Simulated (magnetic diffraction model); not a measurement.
# Solving a magnetic structure from powder neutron data: CeNdB₂N₃

Space group C2/c (no. 15), a = 15.2900 Å, b = 7.2930 Å, c = 7.5100 Å, β = 110.46°.

| site | atom | x | y | z |
| --- | --- | --- | --- | --- |
| 8f | Nd | 0.1195 | 0.9362 | 0.7311 |
| 8f | Ce | 0.3815 | 0.9273 | 0.9027 |
| 8f | N | 0.4572 | 0.7419 | 0.6414 |
| 8f | N | 0.2526 | 0.8368 | 0.1013 |
| 8f | N | 0.2495 | 0.4210 | 0.9627 |
| 8f | B | 0.2519 | 0.2080 | 0.8246 |
| 8f | B | 0.3395 | 0.2444 | 0.0556 |

The compound is invented for this exercise: a known structure type with other elements, its cell scaled to their sizes and not relaxed.

Only Nd is taken to order (form factors of Nd3+); orders and moment sizes are assumed, and not adapted to the symmetry. Radiation: neutrons of λ = 1.8 Å (absorption by B left out), 8° to 35°; isotropic B of 0.33 Å² (Nd), 0.3 Å² (Ce), 0.56 Å² (N) and 0.53 Å² (B). The intensities are simulated: I ∝ L Σ (|F_N|² + |F_M⊥|²) for unpolarised neutrons, with F_M = 2.695 fm/μB × Σ f(s) S exp(2πi Q·r) exp(−B s²) at Q = H ± k (one set where k and −k are equivalent), only the part normal to Q counting and L = 1/(sin²θ cos θ). For collinear order S is the moment m, which repeats by lattice and centring translations R with the sign exp(−2πi k·R). Form factors are spin-only for 3d ions and dipole or tabulated for f ions, scattering lengths are Sears's of 1992, and absorption is left out. A label names one of the reflections at its angle. The strongest nuclear line in the range is 100, and lines under 0.2 are left out.

Above the ordering temperature:

```tsv
2θ (°)	index	I
14.44	(2 0 0)	100.0
15.92	(1 1 0)	2.7
19.92	(1 1 -1)	47.4
23.41	(1 1 1)	0.6
25.91	(3 1 -1)	14.3
28.06	(2 0 -2)	16.1
28.58	(0 2 0)	8.8
29.11	(4 0 0)	13.4
29.64	(0 0 2)	1.5
32.16	(2 2 0)	0.2
32.28	(0 2 1)	0.4
33.24	(2 2 -1)	0.3
33.38	(3 1 -2)	2.1
33.62	(4 0 -2)	2.5
```

Below it (cell unchanged):

| 2θ (°) | I |
| --- | --- |
| 12.94 | 2.8 |
| 14.44 | 100.0 |
| 15.57 | 2.5 |
| 15.92 | 2.7 |
| 16.51 | 4.1 |
| 17.81 | 1.1 |
| 19.92 | 47.4 |
| 20.21 | 1.7 |
| 21.64 | 0.6 |
| 22.32 | 1.6 |
| 23.41 | 0.6 |
| 23.98 | 0.9 |
| 25.53 | 1.8 |
| 25.54 | 0.7 |
| 25.91 | 14.3 |
| 26.12 | 0.4 |
| 26.40 | 0.8 |
| 26.98 | 1.7 |
| 28.06 | 16.1 |
| 28.09 | 0.2 |
| 28.10 | 1.6 |
| 28.58 | 8.8 |
| 28.66 | 0.3 |
| 28.66 | 0.8 |
| 29.11 | 13.4 |
| 29.45 | 1.3 |
| 29.64 | 1.5 |
| 29.73 | 0.6 |
| 31.75 | 0.2 |
| 31.97 | 0.6 |
| 32.16 | 0.2 |
| 32.28 | 0.4 |
| 32.49 | 0.9 |
| 32.72 | 0.5 |
| 33.24 | 0.3 |
| 33.38 | 2.1 |
(The table stops after 36 lines; 2 more lie at higher angle.)

**Question.** Check that the new lines index with k = (1/2 1/2 0), then choose among these models:
A. collinear moments along [101], 2.7 μB on Nd; signs + at (0.1195, 0.9362, 0.7311), − at (0.3805, 0.4362, 0.7689), − at (0.1195, 0.0638, 0.2311), + at (0.3805, 0.5638, 0.2689)
B. collinear moments along [111], 2.7 μB on Nd; signs + at (0.1195, 0.9362, 0.7311), − at (0.3805, 0.4362, 0.7689), − at (0.1195, 0.0638, 0.2311), + at (0.3805, 0.5638, 0.2689)
C. collinear moments along [111], 2.7 μB on Nd; signs + at (0.1195, 0.9362, 0.7311), − at (0.3805, 0.4362, 0.7689), + at (0.1195, 0.0638, 0.2311), − at (0.3805, 0.5638, 0.2689)
D. collinear moments along [101], 2.7 μB on Nd; signs + at (0.1195, 0.9362, 0.7311), − at (0.3805, 0.4362, 0.7689), + at (0.1195, 0.0638, 0.2311), − at (0.3805, 0.5638, 0.2689)

The new lines index as (3/2 -1/2 0) at 12.94°, (1/2 1/2 -1) at 15.57°, (-3/2 1/2 1) at 16.51° and (1/2 1/2 1) at 17.81°, that is as H ± k with k = (1/2 1/2 0), one of 2 inequivalent arms of its star (k and −k counted as one), which a powder can't tell apart. Half indices mean that the moments reverse under translations with k·R a half-integer, and the magnetic cell has twice the primitive volume. Below the range, at 7.94°, lies the magnetic line (1/2 1/2 0) with 6.

Magnetic intensity, observed (below minus above) and for each model:

| 2θ (°) | index | observed | A | B | C | D |
| --- | --- | --- | --- | --- | --- | --- |
| 12.94 | (3/2 -1/2 0) | 2.8 | 1.2 | 2.8 | 5.3 | 2.2 |
| 15.57 | (1/2 1/2 -1) | 2.5 | 2.4 | 2.5 | 4.9 | 4.6 |
| 16.51 | (-3/2 1/2 1) | 4.1 | 3.9 | 4.1 | 2.5 | 2.4 |
| 21.64 | (1/2 -3/2 0) | 0.6 | 0.7 | 0.6 | 2.8 | 3.0 |
| 23.98 | (3/2 3/2 0) | 0.9 | 2.1 | 0.9 | <0.2 | 0.3 |
| 25.53 | (-1/2 3/2 1) | 1.8 | 2.3 | 1.8 | 0.2 | 0.3 |
| 26.12 | (3/2 3/2 -1) | 0.4 | 0.5 | 0.4 | 1.5 | 2.0 |
| 28.66 | (-5/2 3/2 1) | 0.3 | 0.3 | 0.3 | 1.8 | 1.5 |

Model B matches.

The structure used: k = (1/2 1/2 0), collinear moments along [111], 2.7 μB on Nd; signs + at (0.1195, 0.9362, 0.7311), − at (0.3805, 0.4362, 0.7689), − at (0.1195, 0.0638, 0.2311), + at (0.3805, 0.5638, 0.2689).

[Logs are printed without paths, hosts, clocks, repeated set-up lines and the standing remarks that a program may print on its own settings, such as how far it seeks lower states.]
